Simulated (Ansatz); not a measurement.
# KTaTe3 (built on the sites of a database entry of KTaO3): a soft mode frozen in

Wanted: the energy along a soft mode of KTaTe3 (built on the sites of a database entry of KTaO3) and the structure at the end.

Calculated with Ansatz 0.2.0; DFT PBEsol, scalar-relativistic, plane waves, PAW.

This is a report of a sequence of runs, with most program output left out.

The structure was built from a prototype and need not be the compound's stable phase.

## Step 1: Starting point

Symmetry: Pm-3m, No. 221, cubic system. The conventional cell has a = 5.448 Å, b = 5.448 Å, c = 5.448 Å, α = 90.00°, β = 90.00°, γ = 90.00°. Nearest to K lie 12 Te at 3.85 Å. Nearest to Ta lie 6 Te at 2.72 Å. Nearest to Te lie 2 Ta at 2.72 Å and 4 K at 3.85 Å. Farther neighbours and most contacts between anions are not listed.

## Step 2: Phonons on a q mesh

The cell comes from relaxations at this level that are not shown. Stability and thermal properties need the whole zone. Linear response on a 2×2×2 q mesh gives force constants as far as a supercell of that size would.

File input.yaml:

```yaml
crystal:
  lattice:
    - [5.4478105987, 0.0, 0.0]
    - [0.0, 5.4478105987, 0.0]
    - [0.0, 0.0, 5.4478105987]
  atoms:
    - { symbol: K, position: [0.5, 0.5, 0.5] }
    - { symbol: Ta, position: [0.0, 0.0, 0.0] }
    - { symbol: Te, position: [0.5, 0.0, 0.0] }
    - { symbol: Te, position: [0.0, 0.5, 0.0] }
    - { symbol: Te, position: [0.0, 0.0, 0.5] }
kpoints:
  mp_grid: { grid: [8, 8, 8] }
hamiltonian:
  xc: pbesol
scf:
  occupations: { method: methfessel_paxton, width: 0.2 }
output:
  eigenvalues: true
phonons:
  method: dfpt
  qmesh: [2, 2, 2]
  temperatures: { t_max: 1000, t_step: 50 }
  qpath:
    path:
      - [[0.0, 0.0, 0.0], [0.0, 0.5, 0.0], [0.5, 0.5, 0.0], [0.0, 0.0, 0.0], [0.5, 0.5, 0.5], [0.0, 0.5, 0.0]]
      - [[0.5, 0.5, 0.5], [0.5, 0.5, 0.0]]
    npoints: 10
```

Command:

```sh
> ansatz run input.yaml --threads 8 --pin off --max-ram 14336MiB --backend cpu --events-out ev --progress --plain --runs-dir out
```

The job ended after 5.6 min (8 threads of Arm Neoverse V1, shared host; peak memory 2.5 GiB).

Numbers from this step:

* volume per atom: 32.34 Å³
* gap on the k-mesh: 0 eV
* sum-rule residual before enforcement: 3.49e-5 eV/Å²
* lowest frequency on the path: -32.52 cm⁻¹
* point group: m-3m
* highest frequency on the path or at a solved wavevector: 208.8 cm⁻¹
* highest optical mode at the zone centre (no LO-TO term): 181.7 cm⁻¹
* lowest optical zone-centre mode: 13.68 cm⁻¹
* lowest mode on the q mesh (acoustic modes at Γ apart): -32.52 cm⁻¹

Frequencies (cm⁻¹) solved at each irreducible wavevector; negative means imaginary. Frequencies by wavevector, by row:

| q in reciprocal lattice units | star | mode 1 | mode 2 | mode 3 | mode 4 | mode 13 | mode 14 | mode 15 |
| --- | --- | --- | --- | --- | --- | --- | --- | --- |
| 0 0 0 | 1 | 0 | 0 | 0 | 13.7 | 181.7 | 181.7 | 181.7 |
| 0 0 -0.5 | 3 | -15.6 | -15.6 | 31.3 | 31.3 | 179.1 | 179.1 | 180.8 |
| 0 -0.5 -0.5 | 3 | -31.3 | -23.7 | 39.8 | 39.8 | 105.5 | 176.8 | 194.7 |
| -0.5 -0.5 -0.5 | 1 | -32.5 | -32.5 | -32.5 | -29.4 | 103.6 | 103.6 | 208.1 |

Interpolated from a 2×2×2 q mesh. Phonon branches along the path, in cm⁻¹:

```
    point  branch 1  branch 2  branch 3  branch 4  branch 12  branch 13  branch 14  branch 15
        Γ         0         0         0        14         63        182        182        182
  halfway        -9        -9        25        25         73        180        180        181
        X       -16       -16        31        31        104        179        179        181
  halfway       -20         3        32        42        104        140        178        195
        M       -31       -24        40        40        106        106        177        195
  halfway       -15         7        31        40         78        158        179        193
        Γ         0         0         0        14         63        182        182        182
  halfway         7         7        17        48         82        152        152        204
        R       -32       -32       -32       -29        104        104        104        208
  halfway       -10        12        12        40        105        123        145        207
        X       -16       -16        31        31        104        179        179        181
jump to R       -32       -32       -32       -29        104        104        104        208
  halfway       -32         6         6        33        105        105        128        208
        M       -31       -24        40        40        106        106        177        195
```

Symmetry leaves 4 wavevectors to solve. The lowest mode among them, the acoustic zeros apart, lies at q = (-0.5, -0.5, -0.5) and is imaginary, 32.5i cm⁻¹, so the energy falls along it.

## Step 3: The mode frozen in, largest atomic shift 0 Å

The mode followed lies at q = (-0.5, -0.5, -0.5) with frequency 32.5i cm⁻¹ and is 3-fold degenerate, the softest among the wavevectors solved. At small amplitude the distorted cell has space group no. 140 by a symmetry search on the positions. The undistorted cell that holds it gives the zero of energy on the same k mesh.

System of this step: KTaTe3 (built on the sites of a database entry of KTaO3). It takes space group Pm-3m (No. 221, cubic). Conventional cell: a = 5.448 Å, b = 5.448 Å, c = 5.448 Å, α = 90.00°, β = 90.00°, γ = 90.00°. Nearest to K lie 12 Te at 3.85 Å. Nearest to Ta lie 6 Te at 2.72 Å. Nearest to Te lie 2 Ta at 2.72 Å and 4 K at 3.85 Å. Farther neighbours and most contacts between anions are not listed.

File input.yaml:

```yaml
crystal:
  lattice:
    - [5.4478105987, 5.4478105987, 0.0]
    - [5.4478105987, 0.0, 5.4478105987]
    - [5.4478105987, 0.0, -5.4478105987]
  atoms:
    - { symbol: K, position: [0.5, 0.25, 0.75] }
    - { symbol: K, position: [0.5, 0.75, 0.25] }
    - { symbol: Ta, position: [0.0, 0.0, 0.0] }
    - { symbol: Ta, position: [0.0, 0.5, 0.5] }
    - { symbol: Te, position: [0.0, 0.25, 0.25] }
    - { symbol: Te, position: [0.0, 0.75, 0.75] }
    - { symbol: Te, position: [0.5, 0.75, 0.75] }
    - { symbol: Te, position: [0.5, 0.25, 0.25] }
    - { symbol: Te, position: [0.0, 0.25, 0.75] }
    - { symbol: Te, position: [0.0, 0.75, 0.25] }
kpoints:
  mp_grid: { grid: [8, 8, 8] }
hamiltonian:
  xc: pbesol
scf:
  occupations: { method: methfessel_paxton, width: 0.2 }
output:
  forces: true
  stress: true
  eigenvalues: true
```

It took 5.8 s on 8 threads; peak memory 1.7 GiB.

Numbers from this step:

```yaml
pressure: -0.006314 GPa
energy_from_the_undistorted_cell: 0 meV/atom
```

The run ends at a pressure of -0.01 GPa.

## Step 4: The mode frozen in, largest atomic shift 0.6 Å

The atoms are moved along the unstable eigenvector, the largest shift by 0.6 Å, with the cell fixed.

Edit input.yaml of step 3 so:

```diff
@@ -12,6 +12,6 @@
     - { symbol: Te, position: [0.0, 0.75, 0.75] }
-    - { symbol: Te, position: [0.5, 0.75, 0.75] }
-    - { symbol: Te, position: [0.5, 0.25, 0.25] }
-    - { symbol: Te, position: [0.0, 0.25, 0.75] }
-    - { symbol: Te, position: [0.0, 0.75, 0.25] }
+    - { symbol: Te, position: [0.5, 0.8050679937, 0.6949320063] }
+    - { symbol: Te, position: [0.5, 0.1949320063, 0.3050679937] }
+    - { symbol: Te, position: [-0.1101359875, 0.3050679937, 0.8050679937] }
+    - { symbol: Te, position: [0.1101359875, 0.6949320063, 0.1949320063] }
 kpoints:
```

It took 11 s on 8 threads; peak memory 2 GiB; 88 s of CPU time.

This step gave:

```
pressure                         : -1.520 GPa
energy from the undistorted cell : -33.31 meV/atom
```

The energy, extrapolated to zero smearing, is -33.31 meV/atom against the undistorted cell.

The run ends at a pressure of -1.52 GPa, with forces up to 0.015 eV/Å.

## Step 5: Energy along the mode, all amplitudes (two of the runs are shown above)

An imaginary frequency means negative curvature, so the energy should fall and then rise again as anharmonic terms take over.

Numbers from this step:

```
depth at the lowest point sampled  : 33.31 meV/atom
largest atomic shift at that point : 0.6 Å
```

Energy from the parent against largest atomic shift:

```csv
largest atomic shift (Å),energy from the parent (meV/atom)
0.000,0
0.040,-0.167
0.080,-0.678
0.140,-2.18
0.220,-6.28
0.320,-15.5
0.450,-27.1
0.600,-33.3
```

Displacement at unit largest shift by atom:

| atom | x (Å) | y (Å) | z (Å) | size |
| --- | --- | --- | --- | --- |
| K1 | 0.00 | 0.00 | 0.00 | 0.00 |
| K2 | 0.00 | 0.00 | 0.00 | 0.00 |
| Ta3 | 0.00 | 0.00 | 0.00 | 0.00 |
| Ta4 | 0.00 | 0.00 | 0.00 | 0.00 |
| Te5 | 0.00 | 0.00 | 0.00 | 0.00 |
| Te6 | 0.00 | 0.00 | 0.00 | 0.00 |
| Te7 | 0.00 | 0.00 | 1.00 | 1.00 |
| Te8 | 0.00 | 0.00 | -1.00 | 1.00 |
| Te9 | 0.00 | -1.00 | 0.00 | 1.00 |
| Te10 | 0.00 | 1.00 | 0.00 | 1.00 |

The lowest of the steps tried is the last one, at 0.6 Å, 33.3 meV/atom below the parent; the bottom of the well need not coincide with a step.

## Step 6: Relaxing from the distorted cell

Starting from the lowest point found, all atoms and the cell are let go, so that strain and other modes of the same symmetry can join in.

Edit input.yaml of step 4 so:

```diff
@@ -26 +26,10 @@
   eigenvalues: true
+  write_density: true
+  write_potential: true
+  elf: true
+  volumetric_format: npy
+relax:
+  adjacent_minimum: "off"
+  f_tol: 0.002
+  max_steps: 120
+  cell: { stress_tol: 0.03 }
```

The job ended after 2.8 min (8 threads; peak memory 2.2 GiB).

Step by step:

| step | energy less that of the first step (eV) | largest force component (eV/Å) | pressure (GPa) | volume (Å³) |
| --- | --- | --- | --- | --- |
| 1 | 0.0000 | 0.0150 | -1.52 | 323.37 |
| 2 | -0.1703 | 0.2168 | 0.48 | 308.93 |
| 3 | -0.3479 | 0.1519 | 0.49 | 301.65 |
| 4 | -0.3668 | 0.3001 | 0.11 | 297.25 |
| 5 | -0.3992 | 0.1007 | -0.28 | 303.27 |
| 6 | -0.4110 | 0.0086 | 0.04 | 299.98 |
| 7 | -0.4110 | 0.0075 | -0.04 | 300.37 |
| 8 | -0.4111 | 0.0010 | 0.01 | 300.16 |
| 9* | -0.4089 | 0.0011 | 0.00 | 300.16 |

Relaxation steps marked * repeat the geometry before them on a plane-wave basis chosen anew for their cell, so energy and pressure can jump there.

The run keeps the 16 symmetry operations that it works with, so distortions that break them were not tested.

```
conventional cell, symmetrised  before   after  change
                         a (Å)   7.704   7.242  -6.0 %
                         b (Å)   7.704   7.242  -6.0 %
                         c (Å)  10.896  11.446  +5.1 %
              volume (Å³/atom)   32.34   30.02  -7.2 %
```

The atoms that moved most (Å, as changes of fractional coordinates times the final cell):

```
atom     dx      dy      dz  length
 Te7  0.000   0.000   0.337   0.337
Te10  0.000   0.337   0.000   0.337
 Te8  0.000   0.000  -0.337   0.337
 Te9  0.000  -0.337   0.000   0.337
```

The relaxed structure:

```xyz
10
Lattice="5.7230 5.1209 0.0000 5.7230 0.0000 5.1209 5.7230 0.0000 -5.1209" Properties=species:S:1:pos:R:3 pbc="T T T"
K     8.5845    2.5605   -2.5605
K     8.5845    2.5605    2.5605
Ta    0.0000    0.0000    0.0000
Ta    5.7230    0.0000    0.0000
Te    2.8615    0.0000    0.0000
Te    8.5845    0.0000    0.0000
Te   11.4459    2.5605    0.9010
Te    5.7230    2.5605   -0.9010
Te    5.7230   -0.9010   -2.5605
Te    5.7230    0.9010    2.5605
```

This step gave:

- pressure: 3.25e-4 GPa
- volume per atom: 30.02 Å³

Valence density in the ac plane of the conventional cell at fractional y = 0.000, with atoms of K and Ta and Te within 0.2 Å of it. It is the smooth field of the valence electrons, not physical close to the nuclei.

Values in e/Å³, 13 rows by 16 columns, each cell a mean:
```
 3  2  0  0  0  0  0  0  0  0  0  0  0  0  1  3
 0  0  0  0  0  0  0  0  0  0  0  0  0  0  0  0
 5  2  0  0  0  0  1  2  2  1  0  0  0  0  1  4
10  3  0  0  0  0  1  3  3  2  0  0  0  0  1  7
 1  0  0  0  0  0  0  0  0  0  0  0  0  0  0  0
 2  1  0  0  0  0  0  0  0  0  0  0  0  0  1  2
 4  3  1  0  0  0  0  0  0  0  0  0  0  0  2  4
 1  1  0  0  0  0  0  0  0  0  0  0  0  0  0  1
 1  0  0  0  0  0  0  1  1  0  0  0  0  0  0  1
12  3  1  0  0  0  1  3  4  2  0  0  0  0  2  9
 3  1  0  0  0  0  0  1  2  1  0  0  0  0  1  2
 1  0  0  0  0  0  0  0  0  0  0  0  0  0  0  0
 4  2  0  0  0  0  0  0  0  0  0  0  0  0  1  3
```
Columns run along a (7.2 Å), rows up along c (11.4 Å), edges of the conventional cell, whose origin can differ from the input's. Atoms in or near the plane, at fractional coordinates: K at (0.50, 0.75), K at (0.50, 0.25), Ta at (0.00, 0.00), Ta at (0.00, 0.50), Te at (0.00, 0.25), Te at (0.00, 0.75).

Electrostatic potential energy in the ac plane of the conventional cell at fractional y = 0.000, with atoms of K and Ta and Te within 0.2 Å of it. With pseudopotentials it is smooth inside the atoms' cores, unlike the true potential.

Values in eV, 13 rows by 16 columns, each cell a mean:
```
-33 -20   1   9   9   7   8  10  11   9   7   8   9   5 -12 -31
  2   6  10  12  12  11  10   9   9  10  11  12  12  11   8   3
  3  -3   3  11  12   9  -2 -19 -23  -9   7  11  12   7  -3   2
 10  -1   0  10  11   8  -8 -31 -34 -18   4  11  11   5  -5   8
 -1   4  10  12  12  11   9   6   5   8  10  12  12  11   7   0
-21  -9   5  10  10   9  10  11  11  10   9  10  10   8  -3 -18
-42 -31  -4   7   7   5   7  10  10   8   5   6   8   3 -21 -41
-12  -3   7  11  11  10  10  11  11  10  10  10  11   9   1 -10
 -2   1   9  12  12  11   7   1  -1   5  10  12  12  11   4  -2
 13   2  -2  10  11   7 -10 -35 -38 -21   4  10  11   4  -5  12
  0  -2   6  11  12  10   2 -11 -14  -3   8  11  12   9  -1   0
 -1   4   9  12  12  11  11  10  10  10  11  11  12  11   6   0
-38 -26  -2   8   8   6   7  10  11   8   6   7   9   4 -17 -36
```
Columns run along a (7.2 Å; values clipped at the 3rd and 97th percentile), rows up along c (11.4 Å), edges of the conventional cell, whose origin can differ from the input's. Atoms in or near the plane, at fractional coordinates: K at (0.50, 0.75), K at (0.50, 0.25), Ta at (0.00, 0.00), Ta at (0.00, 0.50), Te at (0.00, 0.25), Te at (0.00, 0.75).

ELF in the ac plane of the conventional cell at fractional y = 0.000, with atoms of K and Ta and Te within 0.2 Å of it. It is the smooth field of the valence electrons, not physical close to the nuclei.

Ten even steps from '0' (0.02) to '9' (0.86), each cell a mean:
```
57425666654566663266
64224566533466653135
43322333110123322234
66652000244310013666
34675003899961036753
01577117988993048630
02576106998982047641
45664002688740025765
66532110112101112566
32223454311245432223
76224666643566653247
37525666654566663375
57425666654566663266
64224566533466653135
43322233111123322234
66652000244310013666
34675003899961036753
01577117988993048630
02576106998982047641
45664002688740025765
66532110112101112566
32223454311245432223
76224666643566653246
27525666654566663374
```
Columns run along a (7.2 Å), rows up along c (11.4 Å), edges of the conventional cell, whose origin can differ from the input's. Atoms in or near the plane, at fractional coordinates: K at (0.50, 0.75), K at (0.50, 0.25), Ta at (0.00, 0.00), Ta at (0.00, 0.50), Te at (0.00, 0.25), Te at (0.00, 0.75).

The distorted start has space group I4/mcm; the relaxation ends in I4/mcm.

## Step 7: Summary of results

```
unstable mode of the parent                                                      : q = (-0.5, -0.5, -0.5), 32i cm⁻¹
depth at the lowest point sampled                                                : 33.3 meV/atom
largest atomic shift at that point                                               : 0.6 Å
space group reached (within 0.01 Å)                                              : I4/mcm
energy gained over the parent (first relaxation, on the mesh of the frozen mode) : 74.5 meV/atom
volume per atom, phase reached                                                   : 30.0 Å³
```

Along this mode the structure falls into I4/mcm, 74.5 meV/atom below the parent. At the parent's cell the well is 33.31 meV/atom deep on the steps tried, with its lowest point at a shift of 0.6 Å. That is the last step tried, so the steps alone don't bracket the bottom of the well. Relaxing atoms and cell changes the gain by +41.20 meV/atom against the lowest step (energies at zero smearing). The modes of the phase reached were not computed on this path. Of the 4 patterns followed to their end from this parent, this one reaches the lowest energy. Each path keeps the symmetry of its pattern, so a lower phase may lie along a pattern not tried. With no gap, or one that is small against the smearing, the frequencies hang on the k mesh and the smearing, most of all near Kohn anomalies. Spin-orbit coupling is left out, which can matter for the heavy elements here. The starting cell was built on a prototype and not taken from a measurement, so the phase need not exist.

[Logs are printed without paths, hosts, clocks, repeated set-up lines and the standing remarks that a program may print on its own settings, such as how far it seeks lower states.]

[Hosts, paths, dates, database ids (printed as entryN), source tags and the programs' standing remarks are cut or masked in the printed files.]
